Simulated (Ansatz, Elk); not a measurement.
# Bonding as seen by X-rays: BaLiBr3

The structure of BaLiBr3 used here is made up (a known structure type with other elements) and was relaxed beforehand with PBE. The aim is the Fourier transform of its all-electron density, F(hkl), set beside the sum over free spherical atoms that refinements use.

Program: Elk 11.2.3 (patched build). Level of theory: DFT, PBE, all-electron APW+lo, Dirac cores, scalar-relativistic bands, static density, no spin. Results are calculated unless marked as measured.

This account leaves out most program logs.

The structure was built from a prototype and need not be the compound's stable phase.

### 1. Set-up

It takes space group Pm-3m (No. 221, cubic). Conventional cell: a = 5.209 Å, b = 5.209 Å, c = 5.209 Å, α = 90.00°, β = 90.00°, γ = 90.00°. Nearest to Ba lie 12 Br at 3.68 Å. Br has 2 Li at 2.60 Å and 4 Ba at 3.68 Å nearest. Nearest to Li lie 6 Br at 2.60 Å. Farther neighbours and most contacts between anions are not listed.

### 2. Ground state and structure factors

An all-electron density is needed, since X-rays see the cores too. Task 0 finds the density and task 195 Fourier-transforms it; tshift is off so that phases refer to the origin typed.

Input file elk.in:

```
tasks
  0
  195

xctype
  20

spinpol
  .false.

rgkmax
  7.0

gmaxvr
  14.0

lmaxo
  7

lmaxapw
  8

swidth
  0.002

tshift
  .false.

ramdisk
  .false.

hmaxvr
  5.5

maxscl
  120

epspot
  1e-06

sppath
  './'

avec
  9.84355198292 0.00000000000 0.00000000000
  0.00000000000 9.84355198292 0.00000000000
  0.00000000000 0.00000000000 9.84355198292

atoms
  3
  'Ba.in'
  1
  0.0000000000 -0.0000000000 0.0000000000   0.000000 0.000000 0.000000
  'Br.in'
  3
  0.5000000000 0.0000000000 0.5000000000   0.000000 0.000000 0.000000
  0.5000000000 0.5000000000 -0.0000000000   0.000000 0.000000 0.000000
  -0.0000000000 0.5000000000 0.5000000000   0.000000 0.000000 0.000000
  'Li.in'
  1
  0.5000000000 0.5000000000 0.5000000000   0.000000 0.000000 0.000000

ngridk
  5 5 5
```

Run with:

```console
OMP_NUM_THREADS=4 elk
```

It took 52 s on 4 threads of Arm Neoverse N1, shared host; peak memory 0.28 GiB.

SFACRHO.OUT:

```text

h k l indices transformed by vhmat matrix:
   1.000000000       0.000000000       0.000000000    
   0.000000000       1.000000000       0.000000000    
   0.000000000       0.000000000       1.000000000    

      h      k      l  multipl.   |H|            Re(F)            Im(F)           |F|

      0      0      0      1   0.0000000       164.00000      0.23670103E-15   164.00000    
      0      0      1      6  0.63830468       16.303323      0.73586426E-14   16.303323    
      0     -1      1     12  0.90269914       19.912101     -0.19836326E-14   19.912101    
     -1     -1     -1      8   1.1055761       133.25917      0.19281843E-13   133.25917    
      0      0     -2      6   1.2766094       131.38298      0.13901856E-13   131.38298    
     -1     -2      0     24   1.4272927       14.852155     -0.70326543E-14   14.852155    
     -2      1      1     24   1.5635208       17.816015     -0.13366889E-13   17.816015    
     -2      2      0     12   1.8053983       116.13745      0.38710326E-14   116.13745    
     -2      1     -2     24   1.9149140       13.567390      0.52234363E-14   13.567390    
     -3      0      0      6   1.9149140       13.476895     -0.18180661E-13   13.476895    
      0      3     -1     24   2.0184966       16.232982     -0.36774921E-15   16.232982    
      3     -1      1     24   2.1170171       105.77727     -0.36416128E-13   105.77727    
      2      2      2      8   2.2111523       106.60204     -0.34885661E-13   106.60204    
      0      3     -2     24   2.3014403       12.465400      0.16518627E-13   12.465400    
     -3      1      2     48   2.3883174       14.995368      0.31291555E-13   14.995368    
      4      0      0      6   2.5532187       99.627939     -0.21344818E-13   99.627939    
     -1      0      4     24   2.6317976       11.771902     -0.46432320E-14   11.771902    
      2     -3     -2     24   2.6317976       11.784285     -0.12932006E-13   11.784285
```

Elk indexes on the primitive cell of elk.in and gives |H| = 4π sin θ/λ in inverse bohr. Below, one row stands for each form hkl of the conventional cell (m members, Friedel mates merged), F is for one primitive cell and the density is static (no thermal factor). Free-atom factors are Waasmaier and Kirfel's, and R is Σm||F|−|F'||/Σm|F|.

```
hkl   m  sin θ/λ (Å⁻¹)  abs F, DFT  neutral atoms   diff.     ions   diff.
100   6          0.096      16.303         16.500  -0.197   16.244  +0.059
110  12          0.136      19.912         19.959  -0.047   19.860  +0.052
111   8          0.166     133.259        132.872  +0.387  133.059  +0.200
200   6          0.192     131.383        131.186  +0.197  131.192  +0.191
210  24          0.215      14.852         14.839  +0.013   14.914  -0.061
211  24          0.235      17.816         17.769  +0.047   17.869  -0.053
220  12          0.272     116.138        116.322  -0.184  116.191  -0.053
221  24          0.288      13.567         13.434  +0.133   13.450  +0.117
300   6          0.288      13.477         13.434  +0.043   13.450  +0.026
310  24          0.303      16.233         16.159  +0.074   16.191  +0.042
311  24          0.318     105.777        105.956  -0.179  105.809  -0.032
222   8          0.333     106.602        106.815  -0.213  106.686  -0.084
320  24          0.346      12.465         12.445  +0.020   12.450  +0.015
321  48          0.359      14.995         14.989  +0.006   14.994  +0.002
```

The ions are Ba2+, Li+ and Br−, by formal charge.

### 3. The highest occupied states alone

An energy window below the Fermi level keeps the highest occupied states, to see at which angles they scatter; shallow core shells can lie inside it and anion s states outside. No new self-consistency is needed.

Edit elk.in of step 2 so:

```diff
@@ -1,3 +1,2 @@
 tasks
-  0
   195
@@ -40,2 +39,5 @@
 
+wsfac
+  -0.228240 0.439250
+
 sppath
```

Run with:

```console
OMP_NUM_THREADS=4 elk
```

It took 28 s on 4 threads; peak memory 0.16 GiB; 30 s of CPU time.

States within 10 eV below the Fermi level hold 18.00 electrons; any levels below the window count with the cores. Their amplitudes can exceed the total, where window and core parts have opposite phase:

```
hkl  sin θ/λ (Å⁻¹)  abs F, window  abs F, all
100          0.096          3.863      16.303
110          0.136          2.567      19.912
111          0.166          5.654     133.259
200          0.192          3.913     131.383
210          0.215          0.856      14.852
211          0.235          0.544      17.816
220          0.272          0.512     116.138
221          0.288          0.027      13.567
300          0.288          0.049      13.477
310          0.303          0.060      16.233
```

### 4. Another functional

The difference from free atoms is small, so it is set against the change that LDA (Perdew-Wang) makes.

Edit elk.in of step 3 so:

```diff
@@ -1,2 +1,3 @@
 tasks
+  0
   195
@@ -4,3 +5,3 @@
 xctype
-  20
+  3
 
@@ -39,5 +40,2 @@
 
-wsfac
-  -0.228240 0.439250
-
 sppath
```

Run with:

```console
OMP_NUM_THREADS=4 elk
```

The job ended after 31 s (4 threads; peak memory 0.18 GiB).

Against the first run R = 0.07 %; the largest change is -0.072 at 440.

### 5. Basis size

The basis and the expansions that go with it are enlarged, to see whether the differences are converged.

Edit elk.in of step 4 so:

```diff
@@ -5,3 +5,3 @@
 xctype
-  3
+  20
 
@@ -11,12 +11,12 @@
 rgkmax
-  7.0
+  8.5
 
 gmaxvr
-  14.0
+  18.0
 
 lmaxo
-  7
+  9
 
 lmaxapw
-  8
+  10
```

Run with:

```console
OMP_NUM_THREADS=4 elk
```

Run time: 2.1 min. Hardware: 4 threads; peak memory 0.54 GiB.

Against the first run R = 0.00 %; the largest change is -0.006 at 422.

### 6. Settings against the effect

```
                              run  R against the first run (%)  R against neutral atoms, low angle (%)  wall time
                    PBE, rgkmax 7                         0.00                                    0.27       52 s
                LDA (Perdew-Wang)                         0.07                                    0.24       31 s
rgkmax 8.5 with larger expansions                         0.00                                    0.27    2.1 min
```

### 7. Outcome

| Item | Value |
| --- | --- |
| R against neutral atoms, sin θ/λ < 0.3 Å⁻¹ | 0.27 % |
| R against neutral atoms, 0.3 to 0.83 Å⁻¹ | 0.19 % |
| R against ions, below 0.3 Å⁻¹ | 0.21 % |

In words: Independent neutral atoms miss the calculated amplitudes by R = 0.27 % below 0.3 Å⁻¹ and 0.19 % from there to 0.83 Å⁻¹; by shells, 0.52 % below 0.15 Å⁻¹ (2 forms), 0.26 % 0.15 to 0.3 (7 forms), 0.18 % 0.3 to 0.45 (13 forms), 0.20 % above 0.45 (76 forms). Bonding, aspherical density and the tables' own atoms all enter these figures, and the runs don't part them. The largest change of an amplitude is +0.39 electrons, at 111. Formal ions give R = 0.21 % at low angle, nearer than neutral atoms. The window's part falls from 18.0 electrons at the origin to at most 0.34 between 0.45 and 0.83 Å⁻¹. Below 0.3 Å⁻¹ the changes that finished (LDA (Perdew-Wang) and rgkmax 8.5 with larger expansions) move F by R = 0.03 % at most, against the 0.27 % that separates it from free atoms. The k-mesh has no finished test. Part of the difference isn't bonding: the tables are fits to free atoms and ions calculated by other methods than this functional. Thermal motion, anomalous dispersion and extinction are left out.

[Logs are printed without paths, hosts, clocks, repeated set-up lines and the standing remarks that a program may print on its own settings, such as how far it seeks lower states.]

[Hosts, paths, dates, database ids (printed as entryN), source tags and the programs' standing remarks are cut or masked in the printed files.]
